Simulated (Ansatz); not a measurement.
# What LiZrBr3 (built on the sites of a database entry of CsSnBr3) distorts into, part 3 of 3

Which phase does LiZrBr3 (built on the sites of a database entry of CsSnBr3) fall into along its unstable mode, and how much energy does it gain?

Ansatz 0.2.0; DFT PBEsol, scalar-relativistic, plane waves, norm-conserving pseudopotentials.

So far. Step 5 (Energy along the mode, all amplitudes (two of the runs …): The lowest of the steps tried is the last one, at 0.6 Å, 21.2 meV/atom below the parent; the bottom of the well need not coincide with a step. Step 7 (The new phase in its own primitive cell): The forces vanish by symmetry and the pressure is 0.002 GPa, within the tolerances set. The cell now holds 30.53 Å³/atom. The relaxed cell has a = 5.370, c = 5.293 Å (conventional setting).

The structure was built from a prototype and need not be the compound's stable phase.

## Step 8: Modes of the new phase

A relaxed structure may still be a saddle point, so its zone-centre modes are computed. No field response is asked, since the mesh shows no gap.

File input.yaml:

```yaml
crystal:
  lattice:
    - [5.3699099528, 0.0, 0.0]
    - [0.0, 5.3699099528, 0.0]
    - [0.0, 0.0, 5.2931778275]
  atoms:
    - { symbol: Li, position: [0.0, 0.0, 0.5] }
    - { symbol: Zr, position: [0.5, 0.5, 0.5] }
    - { symbol: Br, position: [0.5, 0.5, 0.0] }
    - { symbol: Br, position: [0.5, 0.0, 0.5] }
    - { symbol: Br, position: [0.0, 0.5, 0.5] }
kpoints:
  mp_grid: { grid: [8, 8, 8] }
hamiltonian:
  xc: pbesol
  pseudopotentials: { kind: nc }
scf:
  occupations: { method: methfessel_paxton, width: 0.2 }
output:
  eigenvalues: true
phonons:
  method: dfpt
```

Started as:

```
ansatz run input.yaml --threads 4 --pin off --max-ram 14336MiB --backend cpu --events-out ev --progress --plain --runs-dir out
```

Numbers of over 12 decimals in the logs are rounded to 6 here.

Output:

```text
zone centre: on kpoints.mp_grid the ground state, and the responses unless they are solved on pairs of k-points, stand on 125 of the mesh's 512 k-points, reduced under 8 symmetry operations, with k and −k counted as one. Each operation leaves every solved displacement unchanged or reverses it
[...]
Crystal: 5 atoms, lattice volume = 152.634 Å³
Basis set: ecut = 1006.821291 eV, 11043 PW (Γ), exchange–correlation on 120×120×120 points (8 copies of the dense FFT grid, shifted against one another)
Bands: 23, of which v1, the nominal top of the filled ones, is band 18 counted from 1 (17 counted from 0)
Symmetry: 16 space group operations
k-points: 125 of 512 (irreducible under 8 space group operations)
[...]
SCF iter   1: F=—  HF=-2862.923989 eV  |F-HF|=—  |Δ(HF+E_count)|=         —  Δρ=6.29e-2  dr2=1.58e1  ethr=3.10e-3  ⟨swp⟩=6.8  Hψ=14668  notcnv=0
[...]
SCF iter  10: F=-2859.371485 eV  HF=-2859.371485 eV  |F-HF|=2.27e-12  |Δ(HF+E_count)|=  2.06e-10  S|Δr|=    0.00e0  Δρ=9.47e-8  dr2=5.26e-12  ethr=1.00e-12  ⟨swp⟩=13.6  Hψ=26051  notcnv=0
SCF 1 converged in 10 iterations: F = -2859.371485 eV  dr2 = 5.26e-12
DFPT response loops at Γ: preconditioner auto → none (partly filled bands, converged f_vac=0.184); β = 0.50; Broyden in place of MSR1
SCF converged after 10 iterations
[...]
Free energy (F): -2859.371485 eV
[...]
Internal energy: -2859.369398 eV  (E = F + TS)
E sigma→0 (E₀):  -2859.370963 eV
Entropy (-TS):   -0.002086 eV (-0.417 meV/atom)
Fermi energy:    6.005355 eV
Step filling:    the computed levels leave a gap of 0.0000 eV = 0.0 smearing widths at the electron count; against every level under it full and every level over it empty, smearing changes F+E_penalty+E_count by -0.949 meV and its σ→0 estimate by -0.427 meV
[...]
--- Band table (eV; the first three rows and the last of 125) ---
  k-point 0: bands = [... 14 lower, 1.6808, 1.8235, 1.8235, 4.7968, 5.0886, 5.0886, 6.3043, 6.5000, ... 6 higher]
  k-point 1: bands = [... 14 lower, 1.3750, 1.6932, 1.6932, 4.8033, 5.3200, 5.3200, 6.4081, 6.5013, ... 6 higher]
  k-point 2: bands = [... 14 lower, 1.0381, 1.4107, 1.4107, 4.8192, 5.8705, 5.8705, 6.5043, 6.6457, ... 6 higher]
  k-point 124: bands = [... 14 lower, 1.2197, 2.2587, 2.2587, 6.8568, 7.1278, 7.4161, 7.4161, 8.2040, ... 6 higher]
--- Phonons (Γ-DFPT): 9 representative perturbations + reference, on 125 of 512 k-points (Σ response iterations 33) ---
  k mesh reduced under 8 symmetry operations, with k and −k counted as one. Each operation leaves every solved displacement unchanged or reverses it
  ASR residual: 3.346e-4 → 0.000e0 eV/Å²; symmetrization residual: 2.340e-5 eV/Å²
  ASR residual per site (eV/Å²): 3.11e-5 3.35e-4 3.90e-5 5.55e-5 5.55e-5
[...]
non-analytic LO–TO correction: not included (Born effective charges unavailable; polar crystals: no LO–TO splitting at Γ)
```

Run time: 6.3 min. Hardware: 4 threads of Arm Neoverse V1, shared host; peak memory 4.9 GiB; 25 min of CPU time.

This step gave:

```yaml
sum_rule_residual_before_enforcement: 3.35e-4 eV/Å²
point_group: 4/mmm
highest_optical_mode_at_the_zone_centre_no_lo_to_term: 243.6 cm⁻¹
lowest_optical_zone_centre_mode: 36.83 cm⁻¹
```

Patterns of degenerate modes are one choice out of their space. Modes at Γ, with each element's share of the kinetic energy:

```
mode  frequency (cm⁻¹)  symmetry  Li %  Zr %  Br %
   1               0.0  acoustic     2    27    71
   2               0.0  acoustic     2    27    71
   3               0.0  acoustic     2    27    71
   4              36.8        Eu    14     3    84
   5              36.8        Eu    14     3    84
   6              43.3       A2u    98     0     2
   7              51.6       B2u     0     0   100
   8              79.8       A2u     0    30    70
   9              87.5        Eu     3    22    74
  10              87.5        Eu     3    22    74
  11             162.8        Eu    80     3    17
  12             162.8        Eu    80     3    17
  13             240.1        Eu     1    45    54
  14             240.1        Eu     1    45    54
  15             243.6       A2u     0    42    58
```

Displacements in mode 4 (36.8 cm⁻¹), the largest set to 1:
```
Li1  1.00  0.91  0.00
Zr2 -0.12 -0.11  0.00
Br3 -0.39 -0.36  0.00
Br4  0.60 -0.14  0.00
Br5 -0.15  0.55  0.00
```

Displacements in mode 14 (240.1 cm⁻¹), the largest set to 1:
```
Li1  0.00  0.49  0.00
Zr2  0.00 -0.86  0.00
Br3  0.00 -0.02  0.00
Br4  0.00  1.00  0.00
Br5  0.00 -0.04  0.00
```

Before it was imposed, the acoustic sum rule was missed by 3.3e-4 eV/Å². Small misses are needed for a sound result but don't prove that mesh and cutoff are converged. The lowest optical mode is real, 36.8 cm⁻¹.

## Step 9: Results

| Quantity | Value |
| --- | --- |
| unstable mode of the parent | q = (0, 0, 0), 154i cm⁻¹ |
| depth at the lowest point sampled | 21.2 meV/atom |
| largest atomic shift at that point | 0.6 Å |
| space group reached (within 0.01 Å) | P4/mmm |
| energy gained over the parent (first relaxation, on the mesh of the frozen mode) | 110 meV/atom |
| volume per atom, phase reached | 30.5 Å³ |
| lowest optical zone-centre mode, phase reached | 36.8 cm⁻¹ |
| highest optical mode at the zone centre (no LO-TO term), phase reached | 244 cm⁻¹ |

What this shows: Along this mode the structure falls into P4/mmm, 110 meV/atom below the parent. At the parent's cell the well is 21.16 meV/atom deep on the steps tried, with its lowest point at a shift of 0.6 Å. That is the last step tried, so the steps alone don't bracket the bottom of the well. Relaxing atoms and cell changes the gain by +88.40 meV/atom against the lowest step (energies at zero smearing). Most of the total comes from this relaxation. The new phase has no imaginary mode at the zone centre of its cell; other wavevectors were not checked. Of the 4 patterns followed to their end from this parent, this one ends 4.68 meV/atom above the lowest, R3m. Each path keeps the symmetry of its pattern, so a lower phase may lie along a pattern not tried. With no gap, or one that is small against the smearing, the frequencies hang on the k mesh and the smearing, most of all near Kohn anomalies. The starting cell was built on a prototype and not taken from a measurement, so the phase need not exist.

[Logs are printed without paths, hosts, clocks, repeated set-up lines and the standing remarks that a program may print on its own settings, such as how far it seeks lower states.]

[Hosts, paths, dates, database ids (printed as entryN), source tags and the programs' standing remarks are cut or masked in the printed files.]
